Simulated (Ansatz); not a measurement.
# Stack of 1T-GeBr2 under 1T-SnO2, shifted by a third of the diagonal in a perpendicular field, part 2 of 2

Wanted: the out-of-plane response of the stack of 1T-GeBr2 under 1T-SnO2, shifted by a third of the diagonal. A positive field points along +c.

Ansatz 0.2.0; plane-wave DFT, PBE-D3(BJ), Ansatz PAW (the session's first sound run).

So far. Step 6 (Single point, field 0.5 V/Å): The dipole is 0.226 e·Å, 0.266 e·Å from its value without field, and the gap 0.661 eV. Step 7 (Atoms held, field -0.3 V/Å): The dipole is -0.204 e·Å, -0.163 e·Å from its value without field, and the gap 0.270 eV.

## 8. Response, atoms held (continued)

The induced electron density oscillates, so the rows of the table below give means over windows of 1 Å about each position, cut where the curve ends. Its maxima inside the range that stand out by 2 % of the span (Å: e/Å³ per V/Å): 8.1: 0.00385, 12.1: 4.7e-4, 15.0: 9.0e-4, 15.9: 4.7e-4, 17.6: -0.00127. Its minima: 10.0: -5.5e-4, 13.7: -9.8e-4, 15.6: 2.1e-4, 17.4: -0.00252, 18.1: -0.00343.

Electrons, planar mean, per unit field. Table of induced electron density by z; means over each step:

z (Å), induced electron density (e/Å³ per V/Å) and a bar from the least value:
```
        5    0.00002 #############
        6    0.00016 ##############
        7    0.00116 ###################
        8    0.00325 ##############################
        9    0.00085 ##################
       10   -0.00020 ############
       11    0.00004 ##############
       12    0.00025 ###############
       13   -0.00067 ##########
       14   -0.00062 ##########
       15    0.00060 ################
       16    0.00033 ###############
       17   -0.00108 ########
       18   -0.00259 
       19   -0.00132 #######
       20   -0.00017 ############
       21   -0.00002 #############
       22    0.00000 #############
```

The smaller of the gaps on the path and on the k-mesh, counted as 0 under 0.03 eV. Gap against applied field:

```csv
applied field (V/Å),gap (eV)
-0.300,0.270
-0.100,0.339
0.000,0.380
0.100,0.426
0.500,0.661
```

By hand: between -0.1 and 0.1 V/Å the dipole changes by 0.1079 e·Å, a slope of 0.5396 e·Å²/V. A perfect conductor of thickness t has p = ε₀AEt, so t = 180.95 × 0.5396 / 10.245 = 9.53 Å (e/ε₀ = 180.95 V·Å, A in Å²).

The induced dipole is that of a conductor 9.53 Å thick.

## 9. A changed input

This step: plane-wave DFT, PBE-D3(BJ), Ansatz PAW (Ansatz 0.2.0).

A run with a changed input: it repeats the earlier run at 0.1 V/Å with scf.occupations.method from fermi_dirac to gaussian, basis.xc_grid to 4 and scf.convergence.dr2_threshold from 1e-10 to 1e-11.

Contents of input.yaml:

```yaml
crystal:
  lattice:
    - [3.4394105683, 0.0, 0.0]
    - [-1.7197052842, 2.9786169262, 0.0]
    - [0.0, 0.0, 26.4676989873]
  atoms:
    - { symbol: Br, position: [0.6666666667, 0.3333333333, 0.3400371148] }
    - { symbol: Ge, position: [0.0, 0.0, 0.4116878034] }
    - { symbol: Br, position: [0.3333333333, 0.6666666667, 0.482645854] }
    - { symbol: O, position: [0.0, 0.0, 0.5905038947] }
    - { symbol: Sn, position: [0.3333333333, 0.6666666667, 0.6255556969] }
    - { symbol: O, position: [0.6666666667, 0.3333333333, 0.6599628852] }
kpoints:
  mp_grid: { grid: [18, 18, 1] }
  band_path:
    path: [[0, 0, 0], [0.5, 0, 0], [0.33333333, 0.33333333, 0], [0, 0, 0]]
    npoints: 16
hamiltonian:
  xc: pbe
  dispersion: d3bj
scf:
  occupations: { method: gaussian, width: 0.05 }
  convergence: { dr2_threshold: 1.0e-11 }
efield:
  axis: 3
  dipole_correction: true
  ramp_position: 0.938
  ramp_width: 0.1035
  amplitude: 0.1
output:
  write_potential: true
  write_density: true
  volumetric_format: npy
basis:
  xc_grid: 4
```

On the command line:

```console
$ ansatz run input.yaml --threads 4 --pin off --max-ram 6144MiB --backend cpu --events-out ev --progress --plain --runs-dir out
```

Elapsed: 23 s, on 4 threads of Arm Neoverse V1, shared host; peak memory 0.95 GiB.

This step gave:

```yaml
gap_on_the_k_mesh: 0.4311 eV
dipole_along_the_normal: 0.01354 e·Å
gap_along_the_path: 0.4230 eV
smallest_direct_gap_along_the_path: 0.8707 eV
gap_the_smaller_of_path_and_mesh: 0.4230 eV
```

The electronic bands at the labelled points (eV, zero at the Fermi level of the run, which the smearing sets inside the gap):

```csv
point,band 24,band 25,band 26,band 27,band 28,band 29,band 30,band 31
Γ,-1.10,-0.99,-0.99,-0.81,0.21,3.24,3.58,4.27
halfway,-1.95,-1.69,-1.39,-0.57,1.70,2.32,4.09,4.11
M,-2.09,-1.81,-1.80,-1.72,1.73,2.71,3.20,3.71
halfway,-2.73,-1.88,-1.68,-1.32,1.91,2.74,3.04,3.86
K,-3.10,-1.87,-1.64,-1.36,2.11,2.12,3.34,4.10
halfway,-2.18,-2.06,-1.63,-0.46,2.06,2.56,3.13,4.40
Γ,-1.10,-0.99,-0.99,-0.81,0.21,3.24,3.58,4.27
```

```csv
quantity,this run,earlier run,difference
dipole along the normal (e·Å),0.01354,0.01328,2.5e-4
gap along the path (eV),0.4230,0.4257,-0.0027
smallest direct gap along the path (eV),0.8707,0.8729,-0.0022
```

What moves beyond 0.01 in its unit (for the dipole 0.5 % and 5e-5 e·Å): dipole along the normal (+0.000255 e·Å).

## 10. Varying the input

This step: plane-wave DFT, PBE-D3(BJ), Ansatz PAW, but for the change named below (Ansatz 0.2.0).

Another changed input: it repeats the earlier run at 0.1 V/Å with scf.mixing.preconditioner to none and hamiltonian.xc from pbe to lda.

Changes to input.yaml since step 9:

```diff
@@ -18,7 +18,8 @@
 hamiltonian:
-  xc: pbe
+  xc: lda
   dispersion: d3bj
 scf:
-  occupations: { method: gaussian, width: 0.05 }
-  convergence: { dr2_threshold: 1.0e-11 }
+  occupations: { method: fermi_dirac, width: 0.05 }
+  convergence: { dr2_threshold: 1.0e-10 }
+  mixing: { preconditioner: none }
 efield:
@@ -33,3 +34 @@
   volumetric_format: npy
-basis:
-  xc_grid: 4
```

Wall time 25 s (4 threads); peak memory 0.74 GiB.

This step gave:

```
energy at zero smearing            : -16594.5437 eV
dipole along the normal            : 0.007274 e·Å
gap along the path                 : 0.3652 eV
smallest direct gap along the path : 0.8307 eV
gap, the smaller of path and mesh  : 0.3652 eV
```

Electronic bands along the path, in eV, zero at the Fermi level of the run, which the smearing sets inside the gap:

```csv
point,band 24,band 25,band 26,band 27,band 28,band 29,band 30,band 31
Γ,-1.07,-0.96,-0.96,-0.89,0.12,3.07,3.42,4.19
halfway,-1.93,-1.70,-1.36,-0.61,1.57,2.23,4.00,4.02
M,-2.11,-1.83,-1.77,-1.75,1.66,2.54,3.08,3.65
halfway,-2.72,-1.90,-1.68,-1.35,1.84,2.66,2.87,3.76
K,-3.09,-1.91,-1.65,-1.39,2.04,2.05,3.17,4.01
halfway,-2.20,-2.06,-1.64,-0.49,1.94,2.48,3.05,4.29
Γ,-1.07,-0.96,-0.96,-0.89,0.12,3.07,3.42,4.19
```

```csv
quantity,this run,earlier run,difference
dipole along the normal (e·Å),0.007274,0.01328,-0.0060
gap along the path (eV),0.3652,0.4257,-0.060
smallest direct gap along the path (eV),0.8307,0.8729,-0.042
```

What moves beyond 0.01 in its unit (for the dipole 0.5 % and 5e-5 e·Å): dipole along the normal (-0.00601 e·Å), gap along the path (-0.0605 eV) and smallest direct gap along the path (-0.0422 eV).

## 11. Outcome

| Item | Value |
| --- | --- |
| gap without field | 0.380 eV |
| ionisation energy, upper face | 6.30 eV |
| electron affinity, upper face | 5.92 eV |
| step between the vacuum levels | 0.716 eV |
| equivalent conductor thickness, atoms held | 9.53 Å |

The induced dipole equals that of a perfect conductor 9.53 Å thick, while the outer atoms lie 8.47 Å apart; an out-of-plane ε follows only once a thickness t is chosen, by 1 − 1/ε = 9.53 Å / t. The two faces differ: the vacuum level above lies 0.72 eV higher than the one below. The gap goes from 0.38 eV to 0.66 eV at 0.5 V/Å. With the field reversed the gap is 0.27 eV at -0.3 V/Å. Semilocal functionals give gaps that are too small, and excitons are not included. Spin-orbit coupling is left out, which matters for the bands of elements this heavy.

[Logs are printed without paths, hosts, clocks, repeated set-up lines and the standing remarks that a program may print on its own settings, such as how far it seeks lower states.]

[Hosts, paths, dates, database ids (printed as entryN), source tags and the programs' standing remarks are cut or masked in the printed files.]

[Maps of the electrostatic potential energy from Ansatz leave out the sawtooth potential of an applied field or a dipole correction, so their vacuum need not be flat; planar profiles and work functions include it.]
